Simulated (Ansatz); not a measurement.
# Structural relaxation of aqueous Zn2+ and I-, 5.3 mol of salt per kg of water, from a frame at 300 K (138 atoms), part 2 of 3

How does aqueous Zn2+ and I-, 5.3 mol of salt per kg of water, from a frame at 300 K (138 atoms) relax, and what do bonds, charges and levels look like afterwards?

Ansatz 0.2.0; Kohn-Sham DFT, RPBE+D4, PAW (set soft_2), plane waves.

The cell: 42 O, 84 H, 4 Zn and 8 I. The network of contacts between molecules at the start is that of the classical potential that made the cell. The concentration wasn't checked against solubility and may exceed it. The density was typed from a rule of thumb and may lie off the real one at this temperature. Only the Γ point is sampled, in a cell whose shortest periodic width is 12 Å.

So far. Step 2 (Single point at the start): Neighbours are counted within 1.21 Å (H-O), 2.48 Å (O-Zn), 3.05 Å (I-Zn).

### Step 3. Relaxation

The atoms are relaxed in the fixed cell, aiming at the force tolerance of the input.

File input.yaml:

```yaml
crystal:
  lattice:
    - [11.72638, 0.0, 0.0]
    - [0.0, 11.72638, 0.0]
    - [0.0, 0.0, 11.72638]
  atoms:
    [... the 138 atom lines of step 2 ...]
kpoints:
  mp_grid: { grid: [1, 1, 1] }
hamiltonian:
  xc: rpbe
  dispersion: d4
scf:
  occupations: { method: fixed }
output:
  forces: true
relax:
  f_tol: 0.05
  max_steps: 200
```

Run with:

```
ansatz run input.yaml --threads 4 --pin off --max-ram 8192MiB --backend cpu --events-out ev --progress --plain --runs-dir out
```

Numbers of over 12 decimals in the logs are rounded to 6 here.

What it wrote:

```text
[...]
Crystal: 138 atoms, lattice volume = 1612.471 Å³
Basis set: ecut = 420 eV, 31439 PW (Γ), exchange–correlation on 160×160×160 points (8 copies of the dense FFT grid, shifted against one another)
Bands: 398, of which v1, the nominal top of the filled ones, is band 260 counted from 1 (259 counted from 0)
Symmetry: 1 space group operations
[...]
k-points: 1
[...]
SCF iter   1: F=—  HF=-98757.373905 eV  |F-HF|=—  |Δ(HF+E_count)|=         —  Δρ=4.73e-3  dr2=3.18e-1  ethr=1.77e-3  ⟨swp⟩=6.0  Hψ=1246  notcnv=0  defer=136
[...]
SCF iter   3: F=—  HF=-98757.203508 eV  |F-HF|=—  |Δ(HF+E_count)|=   3.78e-2  Δρ=1.04e-3  dr2=1.53e-2  ethr=1.29e-5  ⟨swp⟩=3.0  Hψ=489  notcnv=0  defer=77
automatic band count: iteration 3 solves 339 bands in place of 398: the levels show a gap, and the empty bands left out lie too high to hold charge; the band table lists the bands solved (type scf.n_extra_bands for more)
SCF iter   4: F=—  HF=-98757.201094 eV  |F-HF|=—  |Δ(HF+E_count)|=   2.41e-3  Δρ=2.75e-4  dr2=1.17e-3  ethr=2.94e-6  ⟨swp⟩=2.0  Hψ=560  notcnv=0  defer=77
[...]
SCF iter   6: F=-98757.201535 eV  HF=-98757.201507 eV  |F-HF|=2.82e-5  |Δ(HF+E_count)|=   2.46e-5  Δρ=5.79e-5  dr2=3.66e-5  ethr=1.20e-8  ⟨swp⟩=4.0  Hψ=1323  notcnv=0
SCF 1 converged in 6 iterations: F = -98757.201535 eV  dr2 = 3.66e-5
[...]
relax step   1: F+E_penalty+E_count = -98757.20153473 eV  Δ(F+E_penalty+E_count) = +0.000e0 eV  max|allowed force component| = 3.461e0 eV/Å  Δτ_max = 0.0000 Å  (6 SCF iters, dr2 threshold 6.25e-5 eV, accepted)
[... from here on, the SCF cycles and remarks between the steps are left out ...]
relax step   2: F+E_penalty+E_count = -98761.91626907 eV  Δ(F+E_penalty+E_count) = -4.715e0 eV  max|allowed force component| = 1.899e0 eV/Å  Δτ_max = 0.1948 Å  (7 SCF iters, dr2 threshold 1.00e-4 eV, accepted)
relax step   3: F+E_penalty+E_count = -98764.07132826 eV  Δ(F+E_penalty+E_count) = -2.155e0 eV  max|allowed force component| = 1.153e0 eV/Å  Δτ_max = 0.1915 Å  (7 SCF iters, dr2 threshold 1.00e-4 eV, accepted)
relax step   4: F+E_penalty+E_count = -98764.92726336 eV  Δ(F+E_penalty+E_count) = -8.559e-1 eV  max|allowed force component| = 9.787e-1 eV/Å  Δτ_max = 0.1949 Å  (7 SCF iters, dr2 threshold 1.00e-4 eV, accepted)
relax step   5: F+E_penalty+E_count = -98765.33351053 eV  Δ(F+E_penalty+E_count) = -4.062e-1 eV  max|allowed force component| = 1.009e0 eV/Å  Δτ_max = 0.1947 Å  (6 SCF iters, dr2 threshold 1.00e-4 eV, accepted)
relax step   6: F+E_penalty+E_count = -98765.58575006 eV  Δ(F+E_penalty+E_count) = -2.522e-1 eV  max|allowed force component| = 9.875e-1 eV/Å  Δτ_max = 0.1940 Å  (6 SCF iters, dr2 threshold 1.00e-4 eV, accepted)
relax step   7: F+E_penalty+E_count = -98765.79621613 eV  Δ(F+E_penalty+E_count) = -2.105e-1 eV  max|allowed force component| = 7.578e-1 eV/Å  Δτ_max = 0.1928 Å  (6 SCF iters, dr2 threshold 1.00e-4 eV, accepted)
relax step   8: F+E_penalty+E_count = -98765.94348214 eV  Δ(F+E_penalty+E_count) = -1.473e-1 eV  max|allowed force component| = 9.071e-1 eV/Å  Δτ_max = 0.1959 Å  (6 SCF iters, dr2 threshold 1.00e-4 eV, accepted)
relax step   9: F+E_penalty+E_count = -98766.04487096 eV  Δ(F+E_penalty+E_count) = -1.014e-1 eV  max|allowed force component| = 1.580e0 eV/Å  Δτ_max = 0.1918 Å  (7 SCF iters, dr2 threshold 1.00e-4 eV, accepted)
relax step  10: F+E_penalty+E_count = -98766.16434866 eV  Δ(F+E_penalty+E_count) = -1.195e-1 eV  max|allowed force component| = 1.236e0 eV/Å  Δτ_max = 0.1931 Å  (6 SCF iters, dr2 threshold 1.00e-4 eV, accepted)
relax step  11: F+E_penalty+E_count = -98766.31210628 eV  Δ(F+E_penalty+E_count) = -1.478e-1 eV  max|allowed force component| = 6.828e-1 eV/Å  Δτ_max = 0.2000 Å  (7 SCF iters, dr2 threshold 1.00e-4 eV, accepted)
relax step  12: F+E_penalty+E_count = -98766.42300279 eV  Δ(F+E_penalty+E_count) = -1.109e-1 eV  max|allowed force component| = 6.934e-1 eV/Å  Δτ_max = 0.1954 Å  (6 SCF iters, dr2 threshold 1.00e-4 eV, accepted)
relax step  13: F+E_penalty+E_count = -98766.51640295 eV  Δ(F+E_penalty+E_count) = -9.340e-2 eV  max|allowed force component| = 8.826e-1 eV/Å  Δτ_max = 0.1947 Å  (6 SCF iters, dr2 threshold 1.00e-4 eV, accepted)
relax step  14: F+E_penalty+E_count = -98766.60971868 eV  Δ(F+E_penalty+E_count) = -9.332e-2 eV  max|allowed force component| = 7.163e-1 eV/Å  Δτ_max = 0.1940 Å  (7 SCF iters, dr2 threshold 1.00e-4 eV, accepted)
relax step  15: F+E_penalty+E_count = -98766.69716179 eV  Δ(F+E_penalty+E_count) = -8.744e-2 eV  max|allowed force component| = 9.031e-1 eV/Å  Δτ_max = 0.1950 Å  (7 SCF iters, dr2 threshold 1.00e-4 eV, accepted)
relax step  16: F+E_penalty+E_count = -98766.77827677 eV  Δ(F+E_penalty+E_count) = -8.111e-2 eV  max|allowed force component| = 7.020e-1 eV/Å  Δτ_max = 0.1919 Å  (6 SCF iters, dr2 threshold 1.00e-4 eV, accepted)
relax step  17: F+E_penalty+E_count = -98766.88853381 eV  Δ(F+E_penalty+E_count) = -1.103e-1 eV  max|allowed force component| = 4.721e-1 eV/Å  Δτ_max = 0.2000 Å  (7 SCF iters, dr2 threshold 1.00e-4 eV, accepted)
[...]
relax step  27: F+E_penalty+E_count = -98767.09385563 eV  Δ(F+E_penalty+E_count) = -2.541e-3 eV  max|allowed force component| = 5.569e-2 eV/Å  Δτ_max = 0.0598 Å  (9 SCF iters, accepted)
relax step  28: F+E_penalty+E_count = -98767.09632227 eV  Δ(F+E_penalty+E_count) = -2.467e-3 eV  max|allowed force component| = 1.462e-1 eV/Å  Δτ_max = 0.0534 Å  (8 SCF iters, accepted)
relax step  29: F+E_penalty+E_count = -98767.08588601 eV  Δ(F+E_penalty+E_count) = +1.044e-2 eV  max|allowed force component| = 9.062e-1 eV/Å  Δτ_max = 0.1212 Å  (6 SCF iters, dr2 threshold 2.14e-5 eV, rejected (line search))
relax step  30: F+E_penalty+E_count = -98767.10106987 eV  Δ(F+E_penalty+E_count) = -4.748e-3 eV  max|allowed force component| = 1.870e-1 eV/Å  Δτ_max = 0.0606 Å  (9 SCF iters, accepted)
relax step  31: F+E_penalty+E_count = -98767.10007590 eV  Δ(F+E_penalty+E_count) = +9.940e-4 eV  max|allowed force component| = 7.306e-1 eV/Å  Δτ_max = 0.0966 Å  (5 SCF iters, dr2 threshold 3.50e-5 eV, rejected (line search))
relax step  32: F+E_penalty+E_count = -98767.10585710 eV  Δ(F+E_penalty+E_count) = -4.787e-3 eV  max|allowed force component| = 1.461e-1 eV/Å  Δτ_max = 0.0483 Å  (8 SCF iters, accepted)
relax step  33: F+E_penalty+E_count = -98767.11041396 eV  Δ(F+E_penalty+E_count) = -4.557e-3 eV  max|allowed force component| = 2.163e-1 eV/Å  Δτ_max = 0.0491 Å  (5 SCF iters, dr2 threshold 1.30e-5 eV, accepted)
relax step  34: F+E_penalty+E_count = -98767.11826423 eV  Δ(F+E_penalty+E_count) = -7.850e-3 eV  max|allowed force component| = 1.179e-1 eV/Å  Δτ_max = 0.0750 Å  (6 SCF iters, dr2 threshold 2.86e-5 eV, accepted)
[...]
relax step  40: F+E_penalty+E_count = -98767.29635233 eV  Δ(F+E_penalty+E_count) = -1.765e-2 eV  max|allowed force component| = 1.536e-1 eV/Å  Δτ_max = 0.0705 Å  (9 SCF iters, accepted)
relax step  41: F+E_penalty+E_count = -98767.31217384 eV  Δ(F+E_penalty+E_count) = -1.582e-2 eV  max|allowed force component| = 1.897e-1 eV/Å  Δτ_max = 0.1082 Å  (9 SCF iters, accepted)
[...]
relax step  43: F+E_penalty+E_count = -98767.37519305 eV  Δ(F+E_penalty+E_count) = -3.434e-2 eV  max|allowed force component| = 5.164e-1 eV/Å  Δτ_max = 0.1901 Å  (5 SCF iters, dr2 threshold 1.00e-4 eV, accepted)
relax step  44: F+E_penalty+E_count = -98767.42288190 eV  Δ(F+E_penalty+E_count) = -4.769e-2 eV  max|allowed force component| = 5.191e-1 eV/Å  Δτ_max = 0.1956 Å  (5 SCF iters, dr2 threshold 1.00e-4 eV, accepted)
relax step  45: F+E_penalty+E_count = -98767.45423390 eV  Δ(F+E_penalty+E_count) = -3.135e-2 eV  max|allowed force component| = 3.388e-1 eV/Å  Δτ_max = 0.1942 Å  (6 SCF iters, dr2 threshold 1.00e-4 eV, accepted)
relax step  46: F+E_penalty+E_count = -98767.47318821 eV  Δ(F+E_penalty+E_count) = -1.895e-2 eV  max|allowed force component| = 1.340e-1 eV/Å  Δτ_max = 0.0841 Å  (6 SCF iters, dr2 threshold 4.89e-5 eV, accepted)
relax step  47: F+E_penalty+E_count = -98767.49191152 eV  Δ(F+E_penalty+E_count) = -1.872e-2 eV  max|allowed force component| = 8.745e-2 eV/Å  Δτ_max = 0.0853 Å  (7 SCF iters, dr2 threshold 2.81e-6 eV, accepted)
relax step  48: F+E_penalty+E_count = -98767.49940809 eV  Δ(F+E_penalty+E_count) = -7.497e-3 eV  max|allowed force component| = 3.969e-1 eV/Å  Δτ_max = 0.1042 Å  (9 SCF iters, accepted)
relax step  49: F+E_penalty+E_count = -98767.50644196 eV  Δ(F+E_penalty+E_count) = -7.034e-3 eV  max|allowed force component| = 1.562e-1 eV/Å  Δτ_max = 0.0541 Å  (4 SCF iters, dr2 threshold 6.71e-5 eV, accepted)
relax step  50: F+E_penalty+E_count = -98767.50930829 eV  Δ(F+E_penalty+E_count) = -2.866e-3 eV  max|allowed force component| = 7.894e-2 eV/Å  Δτ_max = 0.0555 Å  (6 SCF iters, dr2 threshold 3.78e-6 eV, accepted)
relax step  51: F+E_penalty+E_count = -98767.50941914 eV  Δ(F+E_penalty+E_count) = -1.109e-4 eV  max|allowed force component| = 7.533e-2 eV/Å  Δτ_max = 0.0480 Å  (8 SCF iters, accepted)
relax step  52: F+E_penalty+E_count = -98767.51324477 eV  Δ(F+E_penalty+E_count) = -3.826e-3 eV  max|allowed force component| = 9.145e-2 eV/Å  Δτ_max = 0.0277 Å  (8 SCF iters, accepted)
relax step  53: F+E_penalty+E_count = -98767.51451561 eV  Δ(F+E_penalty+E_count) = -1.271e-3 eV  max|allowed force component| = 2.648e-2 eV/Å  Δτ_max = 0.0207 Å  (5 SCF iters, dr2 threshold 7.62e-6 eV, accepted)
relax step  54: F+E_penalty+E_count = -98767.51451725 eV  Δ(F+E_penalty+E_count) = -1.643e-6 eV  max|allowed force component| = 2.598e-2 eV/Å  Δτ_max = 0.0000 Å  (5 SCF iters, accepted)
SCF converged after 5 iterations
Free energy (F): -98767.514517 eV
[...]
Internal energy: -98767.514517 eV  (E = F + TS)
E sigma→0 (E₀):  -98767.514517 eV
Fermi energy:    0.386367 eV
[...]
--- Forces (eV/Å), atoms counted from 1 ---
  atom   1  O     -0.00168085    -0.00597251     0.00230453
  atom   2  H      0.00540250     0.00337095    -0.00582630
  atom   3  H     -0.00255327     0.00193761    -0.00153825
  atom   4  O     -0.00124312    -0.00238420     0.00037106
  atom   5  H      0.00452170     0.00158962     0.00085621
  atom   6  H     -0.00025820    -0.00019056     0.00145412
  atom   7  O     -0.00018611    -0.00214842     0.00229045
  atom   8  H      0.00130270     0.00129479    -0.00050583
  atom   9  H     -0.00071308     0.00051853     0.00072762
  atom  10  O      0.00319578    -0.00735210     0.00100304
  atom  11  H     -0.00356855     0.00254903     0.00061087
  atom  12  H     -0.00025720     0.00526288    -0.00116773
  atom  13  O      0.00070841    -0.00179652    -0.00384527
  atom  14  H      0.00045768    -0.00051874     0.00208051
[...]
atom 137  I      0.00041136    -0.00067736    -0.00042243
  atom 138  I     -0.00356235    -0.00017702     0.00229358
  max |Σ_I F_I| component: 2.48e-5 eV/Å
--- Relaxed structure (54 steps of the walk, 51 accepted, 0 SCFs on fresh bases) ---
  F+E_penalty+E_count = -98767.51451725 eV   max|allowed force component| = 2.598e-2 eV/Å
  atoms:
    - { symbol: O, position: [0.702114, 0.104517, 0.098877] }
    - { symbol: H, position: [0.628694, 0.070478, 0.121940] }
    - { symbol: H, position: [0.682110, 0.178631, 0.064341] }
    - { symbol: O, position: [0.378576, 0.498238, 0.579792] }
[...]
- { symbol: I, position: [0.975087, 0.507070, 0.890990] }
```

Run time: 12 min. Hardware: 4 threads of Arm Neoverse V1, shared host; peak memory 1.9 GiB; 46 min of CPU time.

Step by step (22 of 54):

| step | energy less that of the first step (eV) | largest force component (eV/Å) |
| --- | --- | --- |
| 1 | 0.0000 | 3.4613 |
| 4 | -7.7257 | 0.9787 |
| 6 | -8.3842 | 0.9875 |
| 9 | -8.8433 | 1.5802 |
| 11 | -9.1106 | 0.6828 |
| 14 | -9.4082 | 0.7163 |
| 16 | -9.5767 | 0.7020 |
| 19 | -9.8116 | 0.4228 |
| 21 | -9.8576 | 0.3852 |
| 24 | -9.8820 | 0.0549 |
| 26 | -9.8898 | 0.0336 |
| 29 | -9.8844 | 0.9062 |
| 31 | -9.8985 | 0.7306 |
| 34 | -9.9167 | 0.1179 |
| 36 | -9.9478 | 0.9387 |
| 39 | -10.0772 | 0.1994 |
| 41 | -10.1106 | 0.1897 |
| 44 | -10.2213 | 0.5191 |
| 46 | -10.2717 | 0.1340 |
| 49 | -10.3049 | 0.1562 |
| 51 | -10.3079 | 0.0753 |
| 54 | -10.3130 | 0.0260 |

Relaxation steps 23, 29, 31 were tried and not accepted.

The atoms that moved most (Å):

| atom | dx | dy | dz | length |
| --- | --- | --- | --- | --- |
| H119 | -1.877 | 0.368 | -0.054 | 1.913 |
| H45 | 0.344 | 1.700 | -0.406 | 1.782 |
| H60 | 0.236 | -1.691 | -0.259 | 1.727 |
| H5 | -0.296 | 1.268 | 0.993 | 1.637 |
| H27 | 1.452 | -0.212 | -0.656 | 1.607 |
| O25 | 1.337 | -0.183 | -0.660 | 1.502 |
| H80 | 0.565 | 0.917 | -1.018 | 1.482 |
| O22 | 0.507 | 1.321 | -0.411 | 1.473 |

The relaxation changed the energy by -74.7 meV/atom, and atoms moved by 0.82 Å r.m.s., 1.9 Å at most.

### Step 4. Distances and neighbours after relaxation

Bonds before and after, by the cutoffs listed below:

| pair | bonds before | bonds after | mean before (Å) | mean after (Å) | spread before (Å) | spread after (Å) |
| --- | --- | --- | --- | --- | --- | --- |
| H-O | 84 | 84 | 1.000 | 0.986 | 0.000 | 0.007 |
| O-Zn | 19 | 19 | 1.946 | 2.139 | 0.073 | 0.059 |
| I-Zn | 3 | 3 | 2.428 | 2.607 | 0.041 | 0.022 |

Density 2.09 g/cm³, 11.68 Å³ an atom.

g(r), total and by pair (bins of 0.2 Å):

| r (Å) | total | H-H | H-O | H-I | H-Zn | O-O | O-I |
| --- | --- | --- | --- | --- | --- | --- | --- |
| 0.90 | 5.90 | 0.00 | 15.85 | 0.00 | 0.00 | 0.00 | 0.00 |
| 1.10 | 0.06 | 0.00 | 0.17 | 0.00 | 0.00 | 0.00 | 0.00 |
| 1.30 | 0.00 | 0.00 | 0.00 | 0.00 | 0.00 | 0.00 | 0.00 |
| 1.50 | 0.96 | 2.60 | 0.00 | 0.00 | 0.00 | 0.00 | 0.00 |
| 1.70 | 0.84 | 0.48 | 1.79 | 0.00 | 0.00 | 0.00 | 0.00 |
| 1.90 | 0.27 | 0.00 | 0.73 | 0.00 | 0.00 | 0.00 | 0.00 |
| 2.10 | 0.55 | 0.75 | 0.12 | 0.00 | 0.00 | 0.00 | 0.00 |
| 2.30 | 0.79 | 1.92 | 0.00 | 0.34 | 0.00 | 0.00 | 0.00 |
| 2.50 | 0.59 | 0.84 | 0.08 | 2.94 | 0.86 | 0.00 | 0.00 |
| 2.70 | 1.04 | 0.60 | 0.25 | 1.19 | 8.09 | 3.62 | 0.00 |
| 2.90 | 0.94 | 0.80 | 1.03 | 0.57 | 0.94 | 2.08 | 0.00 |
| 3.10 | 1.12 | 0.85 | 1.73 | 0.00 | 0.00 | 1.83 | 0.00 |
| 3.30 | 1.27 | 0.90 | 2.11 | 0.43 | 0.00 | 1.01 | 0.84 |
| 3.50 | 1.19 | 1.12 | 1.40 | 0.93 | 0.00 | 0.77 | 3.33 |
| 3.70 | 1.31 | 1.46 | 1.20 | 1.67 | 0.56 | 1.07 | 2.24 |
| 3.90 | 1.19 | 1.14 | 1.18 | 2.00 | 0.75 | 0.91 | 1.39 |
| 4.10 | 0.93 | 1.04 | 0.77 | 1.24 | 1.25 | 0.74 | 1.25 |
| 4.30 | 0.97 | 1.06 | 0.83 | 0.98 | 0.83 | 0.98 | 1.03 |
| 4.50 | 0.97 | 0.99 | 0.72 | 1.12 | 1.60 | 1.22 | 1.22 |
| 4.70 | 0.93 | 0.93 | 0.98 | 0.82 | 1.22 | 0.99 | 0.34 |
| 4.90 | 0.97 | 0.94 | 1.00 | 0.79 | 1.59 | 0.70 | 1.27 |
| 5.10 | 0.85 | 0.87 | 0.77 | 1.03 | 1.10 | 0.75 | 0.81 |
| 5.30 | 0.95 | 0.93 | 1.02 | 0.92 | 0.96 | 0.80 | 0.75 |
| 5.50 | 0.96 | 0.99 | 0.98 | 0.91 | 0.89 | 0.94 | 0.69 |
| 5.70 | 0.97 | 0.95 | 1.00 | 0.91 | 1.00 | 0.87 | 1.11 |

Bonds by pair of elements; cutoffs follow the first minimum of g(r), held within bounds set by covalent radii, and pairs that aren't listed don't count as bonded:

| pair A-B | cutoff (Å) | bonds | mean length (Å) | spread (Å) | shortest (Å) | B about A | A about B |
| --- | --- | --- | --- | --- | --- | --- | --- |
| H-O | 1.21 | 84 | 0.986 | 0.007 | 0.971 | 1 | 2 |
| O-Zn | 2.5 | 19 | 2.14 | 0.059 | 2.08 | 0.452 | 4.75 |
| I-Zn | 3.05 | 3 | 2.61 | 0.022 | 2.58 | 0.375 | 0.75 |

How many atoms have how many bonded neighbours:

| element | mean | 0 | 1 | 2 | 3 | 4 | 6 |
| --- | --- | --- | --- | --- | --- | --- | --- |
| H | 1 | 0 | 84 | 0 | 0 | 0 | 0 |
| I | 0.375 | 5 | 3 | 0 | 0 | 0 | 0 |
| O | 2.45 | 0 | 0 | 23 | 19 | 0 | 0 |
| Zn | 5.5 | 0 | 0 | 0 | 0 | 1 | 3 |

Bond angles, per cent of each kind in bins of 5°:

| angle (°) | O-Zn-O | H-O-H | H-O-Zn |
| --- | --- | --- | --- |
| 80–85 | 6.7 | 0.0 | 0.0 |
| 85–90 | 33.3 | 0.0 | 0.0 |
| 90–95 | 28.9 | 0.0 | 0.0 |
| 95–100 | 11.1 | 0.0 | 0.0 |
| 100–105 | 0.0 | 28.6 | 0.0 |
| 105–110 | 0.0 | 71.4 | 15.8 |
| 110–115 | 0.0 | 0.0 | 31.6 |
| 115–120 | 0.0 | 0.0 | 26.3 |
| 120–125 | 0.0 | 0.0 | 18.4 |
| 125–130 | 0.0 | 0.0 | 7.9 |
| 130–135 | 0.0 | 0.0 | 0.0 |
| 135–140 | 0.0 | 0.0 | 0.0 |
| 140–145 | 0.0 | 0.0 | 0.0 |
| 145–150 | 0.0 | 0.0 | 0.0 |
| 150–155 | 0.0 | 0.0 | 0.0 |
| 155–160 | 0.0 | 0.0 | 0.0 |
| 160–165 | 0.0 | 0.0 | 0.0 |
| 165–170 | 4.4 | 0.0 | 0.0 |
| 170–175 | 6.7 | 0.0 | 0.0 |
| 175–180 | 8.9 | 0.0 | 0.0 |

Bond angles (no mean is given where the spread exceeds 20°):

| angle | count | mean (°) | spread (°) |
| --- | --- | --- | --- |
| O-Zn-O | 45 | - | - |
| H-O-H | 42 | 106 | 2.1 |
| H-O-Zn | 38 | 116 | 5.7 |
| I-Zn-I | 3 | 116 | 4 |
| I-Zn-O | 3 | 102 | 2.3 |

Hydrogen bonds between water molecules (O–O under 3.5 Å, H–O···O angle under 30°):

| hydrogen bonds to other water | molecules |
| --- | --- |
| 0 | 2 |
| 1 | 7 |
| 2 | 17 |
| 3 | 11 |
| 4 | 5 |

First shells of the ions:

| ion | count | shell | mean number |
| --- | --- | --- | --- |
| Zn | 4 | water O within 2.8 A | 4.75 |

Bond length by coordination (bonds to H left out):

| element | coordination | atoms | mean bond length (Å) |
| --- | --- | --- | --- |
| I | 1 | 3 | 2.61 |
| O | 3 | 19 | 2.14 |
| Zn | 4 | 1 | 2.48 |
| Zn | 6 | 3 | 2.14 |

Counting bonds as in the table, all H atoms have 1, 62 % of I atoms have 0, 55 % of O atoms have 2 and 75 % of Zn atoms have 6 bonded neighbours. The 42 water molecules hold 2.24 hydrogen bonds each to other water on average, with a mean O–O distance of 2.77 Å. Ion shells in this frame: Zn 4.8 (water O within 2.8 Å).

(Continued in part 3 of 3.)

[Logs are printed without paths, hosts, clocks, repeated set-up lines and the standing remarks that a program may print on its own settings, such as how far it seeks lower states.]

[Hosts, paths, dates, database ids (printed as entryN), source tags and the programs' standing remarks are cut or masked in the printed files.]
